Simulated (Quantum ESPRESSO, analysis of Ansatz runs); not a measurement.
# A hop of Li in Li5AuO4 (C2/m), charge −1 (Quantum ESPRESSO), part 3 of 3

Wanted: path and barrier of a jump of Li in Li5AuO4 (C2/m) at charge −1. The case: V_Li hop (2.4 Å), in a cell of 80 host atoms with 1 Li taken out.

Quantum ESPRESSO 7.5; Quantum ESPRESSO plane-wave DFT, PBEsol, GBRV 1.5 PBEsol potentials; nudged elastic band between two relaxed defect structures at fixed charge in a uniform background.

So far: The starting structure; Relaxation of the start point, charge −1; Relaxation of the end point, charge −1.

## 4. Nudged elastic band, charge −1

3 movable images are laid between the ends by interpolation. Each image feels the true force across the path and a spring force along it. The highest image is set to climb to the top of the path.

This step: Quantum ESPRESSO plane-wave DFT, PBEsol, GBRV 1.5 PBEsol potentials; nudged elastic band between two relaxed defect structures at fixed charge in a uniform background.

neb.in reads:

```
BEGIN
BEGIN_PATH_INPUT
&PATH
  restart_mode = 'from_scratch'
  string_method = 'neb'
  nstep_path = 45
  ds = 1.5
  opt_scheme = 'broyden'
  num_of_images = 5
  k_max = 0.3
  k_min = 0.2
  CI_scheme = 'auto'
  path_thr = 0.05
/
END_PATH_INPUT
BEGIN_ENGINE_INPUT
&CONTROL
  prefix = 'pwscf'
  outdir = './tmp'
  pseudo_dir = './pseudo'
  disk_io = 'low'
/
&SYSTEM
  ibrav = 0
  nat = 79
  ntyp = 3
  ecutwfc = 40
  ecutrho = 324
  nbnd = 203
  occupations = 'fixed'
  tot_charge = -1
  nosym = .true.
/
&ELECTRONS
  conv_thr = 8d-08
  electron_maxstep = 100
  mixing_beta = 0.5
/
ATOMIC_SPECIES
Li     6.9400 li_pbesol_v1.4.uspp.F.UPF
Au   196.9666 au_pbesol_v1.uspp.F.UPF
O     15.9990 o_pbesol_v1.2.uspp.F.UPF
CELL_PARAMETERS angstrom
   9.4068557866    0.0000000000   -0.0193648675
   0.0000000000    9.4188351948    0.0000000000
  -2.0705704397    0.0000000000    9.1679029864
BEGIN_POSITIONS
FIRST_IMAGE
ATOMIC_POSITIONS crystal
Li    -0.0006202062    0.7905429287    0.2491540746
Li     0.2540779514    0.2891867345    0.2525036398
Li    -0.0001077829    0.2785163446   -0.0001411232
Li     0.2489250878    0.7811074708   -0.0000164077
Li    -0.0001811135    0.7153579364   -0.0001355110
Li     0.2519127182    0.2170282278    0.0029484256
Li     0.0031866611    0.2064928829    0.2509745807
Li     0.2487155784    0.7065447048    0.2492370671
Li    -0.0001231396   -0.0031812349   -0.0001621445
Li     0.2505388243    0.4994632660    0.0001954230
Au     0.0008881299    0.4984608428    0.2494615291
Au     0.2487365223   -0.0033773964    0.2484933987
O      0.1246462045    0.8483665034    0.1232675823
O      0.3794641732    0.3532738752    0.1253189293
O      0.1236306703    0.3510484840    0.3739004500
O      0.3709925888    0.8502597292    0.3748843716
O      0.1277147680    0.1455076073    0.1240246455
O      0.3745106018    0.6490291438    0.1237476824
O      0.1216876322    0.6462933092    0.3757591226
O      0.3703494537    0.1421033579    0.3710371913
Li     0.0003007705    0.7907021362    0.7506987648
Li     0.2451638199    0.2906272377    0.7542733159
Li    -0.0000214674    0.2800252547    0.4997444604
Li     0.2497108179    0.7819842855    0.4999573653
Li    -0.0001234267    0.7176080036    0.4999648824
Li     0.2674885944    0.2259234984    0.5038344139
Li    -0.0033468030    0.2065850742    0.7485429861
Li     0.2501831725    0.7077797317    0.7498877611
Li     0.0000730492    0.0011096962    0.4998978968
Li     0.2516564230    0.4995719562    0.5019931909
Au    -0.0011413596    0.4985312674    0.7502599825
Au     0.2499116314   -0.0002959244    0.7497568220
O      0.1266875754    0.8521991577    0.6248707852
O      0.3626184219    0.3622150346    0.6377423008
O      0.1195306268    0.3509559591    0.8772295627
O      0.3721791996    0.8522424373    0.8755442533
O      0.1284754679    0.1473559358    0.6245792288
O      0.3778446854    0.6515419264    0.6262741132
O      0.1228583717    0.6459853716    0.8741273886
O      0.3721052343    0.1467078899    0.8745354877
Li     0.4982454250    0.7928912579    0.2494485914
Li     0.7547077485    0.2903332051    0.2453845274
Li     0.4998875554    0.2794727424   -0.0000956328
Li     0.7508374982    0.7813154245    0.0000502745
Li     0.4998891481    0.7177202444   -0.0000097806
Li     0.7479211117    0.2171719623   -0.0033608056
Li     0.5048514845    0.2164291372    0.2640590412
Li     0.7495947661    0.7075785071    0.2501076163
Li     0.5000049013    0.0007933475    0.0000062593
Li     0.7491909378    0.4996731348   -0.0003592854
Au     0.5030141659    0.5029130274    0.2468980760
Au     0.7499644044   -0.0004454380    0.2500934778
O      0.6276079638    0.8521038490    0.1245695076
O      0.8802590246    0.3509108891    0.1224158313
O      0.6372994579    0.3619324975    0.3619309398
O      0.8730845145    0.8520419947    0.3750877082
O      0.6278726453    0.1465392206    0.1250667403
O      0.8767731454    0.6460061096    0.1256951093
O      0.6219101490    0.6512725391    0.3736888198
O      0.8714816784    0.1471681036    0.3750946308
Li     0.5015393613    0.7932025403    0.7505921477
Li     0.7457340221    0.2893442872    0.7471246415
Li     0.7500681174    0.7818034949    0.4999513050
Li     0.4998988754    0.7200390425    0.5000017550
Li     0.7324690706    0.2257402574    0.4959317972
Li     0.4950542971    0.2167457818    0.7357126096
Li     0.7510433537    0.7066840325    0.7506825700
Li     0.4997935843    0.0079666372    0.4999038311
Li     0.7481160428    0.4993175868    0.4977455467
Au     0.4967752627    0.5031620881    0.7529731166
Au     0.7509246552   -0.0032627760    0.7512131178
O      0.6287199622    0.8504523465    0.6249485726
O      0.8763210451    0.3511490088    0.6256378649
O      0.6203876008    0.3535199566    0.8744665087
O      0.8750455014    0.8483777614    0.8766505175
O      0.6292324990    0.1422859259    0.6285369491
O      0.8780108227    0.6464641436    0.6241901142
O      0.6251822316    0.6492683485    0.8761869067
O      0.8718960941    0.1456081642    0.8754628108
INTERMEDIATE_IMAGE
ATOMIC_POSITIONS crystal
Li    -0.0007889497    0.7907137322    0.2491597376
Li     0.2541295494    0.2873162026    0.2552261732
[... 77 atom lines left out ...]
INTERMEDIATE_IMAGE
ATOMIC_POSITIONS crystal
Li    -0.0009576931    0.7908845357    0.2491654006
Li     0.2541811475    0.2854456707    0.2579487066
[... 77 atom lines left out ...]
INTERMEDIATE_IMAGE
ATOMIC_POSITIONS crystal
Li    -0.0011264366    0.7910553392    0.2491710636
Li     0.2542327455    0.2835751388    0.2606712401
[... 77 atom lines left out ...]
LAST_IMAGE
ATOMIC_POSITIONS crystal
Li    -0.0012951801    0.7912261427    0.2491767267
Li     0.2542843435    0.2817046069    0.2633937735
[... 12 atom lines left out ...]
O      0.1204877183    0.3558430102    0.3709491316
[... 4 atom lines left out ...]
O      0.3867698799    0.1363235057    0.3614169333
[... 1 atom line left out ...]
Li     0.2443978891    0.2817777619    0.7354673650
[... 3 atom lines left out ...]
Li     0.4817743094    0.2725797951    0.4955180075
[... 3 atom lines left out ...]
Li     0.2492616732    0.4901605828    0.4999842459
[... 3 atom lines left out ...]
O      0.3788831790    0.3561522860    0.6285416828
[... 2 atom lines left out ...]
O      0.1125534660    0.1362134392    0.6374905007
[... 9 atom lines left out ...]
Li     0.5044125066    0.2081017136    0.2452368794
[... 18 atom lines left out ...]
Li     0.4954418189    0.2090833060    0.7470531874
[... 1 atom line left out ...]
Li     0.4976455965   -0.0009231213    0.4975760363
[... 7 atom lines left out ...]
O      0.6257076939    0.1469865968    0.6256733547
[... 2 atom lines left out ...]
O      0.8693267854    0.1470065320    0.8771185423
END_POSITIONS
K_POINTS gamma
END_ENGINE_INPUT
END
```

Launch:

```console
> OMP_NUM_THREADS=1 mpirun -n 4 neb.x -ni 2 -inp neb.in > neb.out
```

Log:

```text
[shortened: banners, details of potentials and solvers, and blank lines are left out]
[banner, memory and clock lines left out]
     path-images division:  nimage    =       2
     initial path length           =  4.1304 bohr
     initial inter-image distance  =  1.0326 bohr
     string_method                 =    neb
     restart_mode                  =    from_scratch
     opt_scheme                    =    broyden
     num_of_images                 =    5
     nstep_path                    =    45
     CI_scheme                     =    auto
     first_last_opt                =    F
     use_freezing                  =    F
     ds                            =    1.5000 a.u.
     k_max                         =    0.3000 a.u.
     k_min                         =    0.2000 a.u.
     path_thr                      =    0.0500 eV / A
     ------------------------------ iteration   1 ------------------------------
     activation energy (->) =   0.664902 eV
     activation energy (<-) =   0.664415 eV
     image        energy (eV)        error (eV/A)        frozen
         1     -34199.6764771            0.024790            T
         2     -34199.3419975            1.121678            F
         3     -34199.0115754            1.172789            F
         4     -34199.3419829            1.127829            F
         5     -34199.6759901            0.030368            T
     climbing image =  3
     path length          =  4.130 bohr
     inter-image distance =  1.033 bohr
     ------------------------------ iteration   2 ------------------------------
     activation energy (->) =   0.566615 eV
     activation energy (<-) =   0.566128 eV
     image        energy (eV)        error (eV/A)        frozen
         1     -34199.6764771            0.024790            T
         2     -34199.3550250            0.496766            F
         3     -34199.1098619            0.549411            F
         4     -34199.3545365            0.502765            F
         5     -34199.6759901            0.030368            T
     climbing image =  3
     path length          =  4.137 bohr
[...]
------------------------------ iteration   3 ------------------------------
     activation energy (->) =   0.496405 eV
     activation energy (<-) =   0.495918 eV
     image        energy (eV)        error (eV/A)        frozen
         1     -34199.6764771            0.024790            T
         2     -34199.3754749            0.249056            F
         3     -34199.1800721            0.294247            F
         4     -34199.3740970            0.248472            F
         5     -34199.6759901            0.030368            T
     climbing image =  3
     path length          =  4.164 bohr
[...]
------------------------------ iteration   4 ------------------------------
     activation energy (->) =   0.462386 eV
     activation energy (<-) =   0.461899 eV
     image        energy (eV)        error (eV/A)        frozen
         1     -34199.6764771            0.024790            T
         2     -34199.3952590            0.228049            F
         3     -34199.2140909            0.243930            F
         4     -34199.3934276            0.224752            F
         5     -34199.6759901            0.030368            T
     climbing image =  3
     path length          =  4.191 bohr
[...]
------------------------------ iteration   5 ------------------------------
     activation energy (->) =   0.440925 eV
     activation energy (<-) =   0.440438 eV
     image        energy (eV)        error (eV/A)        frozen
         1     -34199.6764771            0.024790            T
         2     -34199.4138825            0.159906            F
         3     -34199.2355518            0.174043            F
         4     -34199.4117601            0.159707            F
         5     -34199.6759901            0.030368            T
     climbing image =  3
     path length          =  4.217 bohr
[...]
------------------------------ iteration   6 ------------------------------
     activation energy (->) =   0.432472 eV
     activation energy (<-) =   0.431985 eV
     image        energy (eV)        error (eV/A)        frozen
         1     -34199.6764771            0.024790            T
         2     -34199.4272046            0.289592            F
         3     -34199.2440051            0.327937            F
         4     -34199.4249224            0.298067            F
         5     -34199.6759901            0.030368            T
     climbing image =  3
     path length          =  4.490 bohr
[...]
------------------------------ iteration   7 ------------------------------
     activation energy (->) =   0.405515 eV
     activation energy (<-) =   0.405028 eV
     image        energy (eV)        error (eV/A)        frozen
         1     -34199.6764771            0.024790            T
         2     -34199.4391932            0.076891            F
         3     -34199.2709623            0.079662            F
         4     -34199.4366705            0.075194            F
         5     -34199.6759901            0.030368            T
     climbing image =  3
     path length          =  4.349 bohr
[...]
------------------------------ iteration   8 ------------------------------
     activation energy (->) =   0.402044 eV
     activation energy (<-) =   0.401557 eV
     image        energy (eV)        error (eV/A)        frozen
         1     -34199.6764771            0.024790            T
         2     -34199.4419351            0.059840            F
         3     -34199.2744330            0.062972            F
         4     -34199.4393818            0.059453            F
         5     -34199.6759901            0.030368            T
     climbing image =  3
     path length          =  4.347 bohr
[...]
------------------------------ iteration   9 ------------------------------
     activation energy (->) =   0.393972 eV
     activation energy (<-) =   0.393485 eV
     image        energy (eV)        error (eV/A)        frozen
         1     -34199.6764771            0.024790            T
         2     -34199.4493090            0.048760            F
         3     -34199.2825054            0.118774            F
         4     -34199.4467602            0.048220            F
         5     -34199.6759901            0.030368            T
     climbing image =  3
     path length          =  4.378 bohr
[...]
------------------------------ iteration  10 ------------------------------
     activation energy (->) =   0.387921 eV
     activation energy (<-) =   0.387434 eV
     image        energy (eV)        error (eV/A)        frozen
         1     -34199.6764771            0.024790            T
         2     -34199.4568951            0.097855            F
         3     -34199.2885563            0.161517            F
         4     -34199.4548380            0.097323            F
         5     -34199.6759901            0.030368            T
     climbing image =  3
     path length          =  4.476 bohr
[...]
------------------------------ iteration  11 ------------------------------
     activation energy (->) =   0.385371 eV
     activation energy (<-) =   0.384884 eV
     image        energy (eV)        error (eV/A)        frozen
         1     -34199.6764771            0.024790            T
         2     -34199.4571146            0.034900            F
         3     -34199.2911063            0.051411            F
         4     -34199.4548332            0.035133            F
         5     -34199.6759901            0.030368            T
     climbing image =  3
     path length          =  4.433 bohr
[...]
------------------------------ iteration  12 ------------------------------
     activation energy (->) =   0.384352 eV
     activation energy (<-) =   0.383865 eV
     image        energy (eV)        error (eV/A)        frozen
         1     -34199.6764771            0.024790            T
         2     -34199.4581152            0.033338            F
         3     -34199.2921251            0.044381            F
         4     -34199.4558967            0.033482            F
         5     -34199.6759901            0.030368            T
     climbing image =  3
     path length          =  4.442 bohr
     inter-image distance =  1.111 bohr
     neb: convergence achieved in  12 iterations
```

The job ended after 45 min (4 MPI ranks of Arm Neoverse V1, shared host; peak memory 4 GiB; 3 h of CPU time).

The path, image by image:

| image | path (Å) | energy (eV) | Li26: x, y, z (Å) |
| --- | --- | --- | --- |
| 0 | 0.000 | 0.0000 | 1.473, 2.128, 4.614 |
| 1 | 0.647 | 0.2184 | 1.995, 2.256, 4.556 |
| 2 | 1.178 | 0.3844 | 2.490, 2.348, 4.573 |
| 3 | 1.707 | 0.2206 | 2.983, 2.439, 4.591 |
| 4 | 2.351 | 0.0005 | 3.506, 2.567, 4.534 |

Numbers from this step:

```yaml
barrier_forward: 0.3844 eV
barrier_backward: 0.3839 eV
end_less_start: 4.87e-4 eV
hop_length: 2.081 Å
```

The band met its tolerance of 0.05 eV/Å after 12 iterations, with image 2 on top (the start counts as 0). Li26, which moves farthest between the ends, has 4 O at 1.88 to 2.05 Å nearest at the start and 2 O at 1.76 Å at the top.

## 5. Results

| Item | Value |
| --- | --- |
| barrier forward | 0.38 eV |
| barrier backward | 0.38 eV |
| end less start | 0.00 eV |
| hop length | 2.08 Å |
| band iterations, as the log counts them | 12 |

**Reading.** The top of the band lies 0.38 eV above the start and 0.38 eV above the end, which are alike in energy and neighbours. With an assumed prefactor of 1e13 per second it gives one hop a second along this one path at about 150 K; whether such hops link up through the crystal wasn't checked. At the top Li26 stands 1.76 Å from its nearest O, 0.12 Å closer than at the start. The order of the top as a saddle was not checked for all atoms, so a bent path could be lower. No image-charge correction is applied; it largely cancels along a path if the charge stays localised alike. Limits: sampling at the zone centre alone can move energies of charged and open-shell states by tenths of an eV or more in cells of this size; spin–orbit coupling, which can matter with heavy atoms, is left out.

[Logs are printed without paths, hosts, clocks, repeated set-up lines and the standing remarks that a program may print on its own settings, such as how far it seeks lower states.]

[Hosts, paths, dates, database ids (printed as entryN), source tags and the programs' standing remarks are cut or masked in the printed files.]
